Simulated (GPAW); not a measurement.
# 2H-TaSTe monolayer in an electric field, part 2 of 2

How does 2H-TaSTe monolayer screen a perpendicular field?

GPAW 26.7.0; GPAW, PAW setups; layer in a repeated cell with vacuum, relaxation of atoms and in-plane cell (the session's first sound run).

So far. Step 5 (Field on): The dipole is now -0.0690 e Å, against -0.036 in the run without a field.

**8. Field on**

File run.py:

```python
import json
import numpy as np
from ase import Atoms
from gpaw import GPAW, PW
from gpaw.external import ConstantElectricField

slab = Atoms(
    ['Te', 'Ta', 'S'],
    positions=[
        [0.00000, 2.03407, 9.00000],
        [-0.00000, 0.00000, 10.94632],
        [0.00000, 2.03407, 12.36513]],
    cell=[[3.52312, 0.0, 0.0], [-1.76156, 3.05111, 0.0], [0.0, 0.0, 21.3651]],
    pbc=[True, True, False])

slab.calc = GPAW(mode=PW(400), xc='PBE', kpts={'size': (9, 9, 1), 'gamma': True},
                 occupations={'name': 'fermi-dirac', 'width': 0.05}, nbands='160%',
                 convergence={'density': 1e-05}, maxiter=200,
                 poissonsolver={'dipolelayer': 'xy'},
                 external=ConstantElectricField(0.1, [0, 0, 1]),
                 symmetry={'tolerance': 1e-3}, txt='slab.txt')
result = {}
energy = slab.get_potential_energy()
fermi = slab.calc.get_fermi_level()
v = slab.calc.get_electrostatic_potential().mean((0, 1)) - fermi
n = slab.calc.get_pseudo_density().mean((0, 1))
L = slab.cell[2, 2]
z = np.arange(len(v)) * L / len(v)
low, high = slab.positions[:, 2].min(), slab.positions[:, 2].max()
below, above = np.interp([low - 6.8, high + 6.8], z, v)
slopes = [np.interp(x, z, np.gradient(v, z)) for x in (low - 6.8, high + 6.8)]
eps = np.array([[slab.calc.get_eigenvalues(k, s) for k in range(len(slab.calc.get_ibz_k_points()))]
                for s in range(slab.calc.get_number_of_spins())]) - fermi
top, bottom = eps[eps < 0].max(), eps[eps > 0].min()
dipole = slab.get_dipole_moment()[2]
print(f'energy {energy:.4f} eV, Fermi level {fermi:.4f} eV, dipole {dipole:.5f} e A')
print(f'potential 6.8 A off the faces, from the Fermi level: lower {below:.4f} eV, upper {above:.4f} eV')
print(f'slope of the potential there: lower {slopes[0]:.5f}, upper {slopes[1]:.5f} eV/A')
print(f'nearest levels on the mesh: {top:.4f} and {bottom:.4f} eV')
print('magnetic moment', round(slab.get_magnetic_moment(), 3))
result.update(energy=energy, fermi=fermi, dipole=dipole, below=below, above=above, slopes=slopes, edges=[top, bottom],
              z=z.tolist(), v=v.tolist(), n=n.tolist(), positions=slab.positions.tolist(),
              forces=slab.get_forces(apply_constraint=False).tolist(), moments=slab.get_magnetic_moments().tolist())
json.dump(result, open('result.json', 'w'))
```

Run with:

```console
$ OMP_NUM_THREADS=1 OPENBLAS_NUM_THREADS=1 python run.py
```

Run time: 89 s. Hardware: 1 thread of Arm Neoverse V2, shared host; peak memory 0.3 GiB.

Table of electrostatic potential energy of an electron (without an applied field's), less the Fermi level, planar mean by z:

| z (Å) | electrostatic potential energy of an electron (without an applied field's), less the Fermi level, planar mean (eV) |
| --- | --- |
| 0 | 5.16 |
| 1 | 5.14 |
| 2 | 5.14 |
| 3 | 5.14 |
| 4 | 5.14 |
| 5 | 5.14 |
| 6 | 5.12 |
| 7 | 4.89 |
| 8 | 1.12 |
| 9 | -20.4 |
| 10 | -3.53 |
| 11 | -18.3 |
| 12 | -9.68 |
| 13 | -0.391 |
| 14 | 4.95 |
| 15 | 5.17 |
| 16 | 5.17 |
| 17 | 5.17 |
| 18 | 5.17 |
| 19 | 5.17 |
| 20 | 5.17 |
| 21 | 5.17 |

The dipole is now -0.00217 e Å, against -0.036 in the run without a field.

**9. Field on**

run.py: that of step 8 with these lines changed.

```diff
@@ -19,3 +19,3 @@
                  poissonsolver={'dipolelayer': 'xy'},
-                 external=ConstantElectricField(0.1, [0, 0, 1]),
+                 external=ConstantElectricField(0.2, [0, 0, 1]),
                  symmetry={'tolerance': 1e-3}, txt='slab.txt')
```

It took 85 s on 1 thread; peak memory 0.31 GiB.

The electrostatic potential energy of an electron (without an applied field's), less the Fermi level, planar mean by z:

| z (Å) | electrostatic potential energy of an electron (without an applied field's), less the Fermi level, planar mean (eV) |
| --- | --- |
| 0.0 | 5.18 |
| 0.5 | 5.44 |
| 1.0 | 5.44 |
| 1.5 | 5.44 |
| 2.0 | 5.44 |
| 2.5 | 5.44 |
| 3.0 | 5.44 |
| 3.5 | 5.44 |
| 4.0 | 5.44 |
| 4.5 | 5.44 |
| 5.0 | 5.44 |
| 5.5 | 5.43 |
| 6.0 | 5.42 |
| 6.5 | 5.37 |
| 7.0 | 5.18 |
| 7.5 | 4.40 |
| 8.0 | 1.37 |
| 8.5 | -8.68 |
| 9.0 | -20.3 |
| 9.5 | -9.60 |
| 10.0 | -3.47 |
| 10.5 | -10.9 |
| 11.0 | -18.3 |
| 11.5 | -9.67 |
| 12.0 | -9.81 |
| 12.5 | -13.6 |
| 13.0 | -0.607 |
| 13.5 | 3.77 |
| 14.0 | 4.69 |
| 14.5 | 4.87 |
| 15.0 | 4.90 |
| 15.5 | 4.91 |
| 16.0 | 4.91 |
| 16.5 | 4.91 |
| 17.0 | 4.91 |
| 17.5 | 4.91 |
| 18.0 | 4.91 |
| 18.5 | 4.91 |
| 19.0 | 4.91 |
| 19.5 | 4.91 |
| 20.0 | 4.91 |
| 20.5 | 4.91 |
| 21.0 | 4.94 |

The dipole is now 0.0313 e Å, against -0.036 in the run without a field.

**10. In a field**

run.py: that of step 9 with these lines changed.

```diff
@@ -19,3 +19,3 @@
                  poissonsolver={'dipolelayer': 'xy'},
-                 external=ConstantElectricField(0.2, [0, 0, 1]),
+                 external=ConstantElectricField(0.3, [0, 0, 1]),
                  symmetry={'tolerance': 1e-3}, txt='slab.txt')
```

Elapsed: 90 s, on 1 thread; peak memory 0.3 GiB.

The dipole is now 0.0648 e Å, against -0.036 in the run without a field.

**11. The series**

The members are put on one axis.

This step: induced dipole against applied field (GPAW 26.7.0).

Dipole along the normal against field:

| field (V/Å) | dipole along the normal (e·Å) |
| --- | --- |
| -0.200 | -0.102 |
| -0.100 | -0.0690 |
| -0.050 | -0.0523 |
| 0.000 | -0.0359 |
| 0.050 | -0.0189 |
| 0.100 | -0.00217 |
| 0.200 | 0.0313 |
| 0.300 | 0.0648 |

**12. Summary of results**

| Property | Result |
| --- | --- |
| work function, upper and lower face | 5.437 and 4.838 eV |
| dipole along the normal | -0.0359 e Å |
| induced dipole per field | 0.334 e Å per V/Å |
| out-of-plane polarisability per area, α/(ε0 A) | 5.63 Å |

In words: The field induces 0.334 e Å per V/Å, a polarisable thickness α/(ε0 A) of 5.63 Å beside 3.37 Å between the outermost nuclei. A perfect conductor would give the distance between its two image planes; a dielectric of thickness t gives t(1 - 1/ε). The two faces differ by 0.60 eV, the step that the slab's dipole makes (e p/(ε0 A) gives 0.60 eV), so the dipole layer is needed. The induced dipole is linear in the field over this range. The starting lattice was a guess from atomic radii; the relaxation moved it by -4 %. The relaxation of atoms and cell ran in a fully periodic cell without the dipole layer, so the atoms of this polar layer felt a small spurious field. The cell holds an odd number of electrons, so without spin polarisation it must come out metallic and without a moment, whatever its true state. The layer's cell and atoms come from the relaxation; spin-orbit coupling and temperature are left out.

[Logs are printed without paths, hosts, clocks, repeated set-up lines and the standing remarks that a program may print on its own settings, such as how far it seeks lower states.]

[Hosts, paths, dates, database ids (printed as entryN), source tags and the programs' standing remarks are cut or masked in the printed files.]
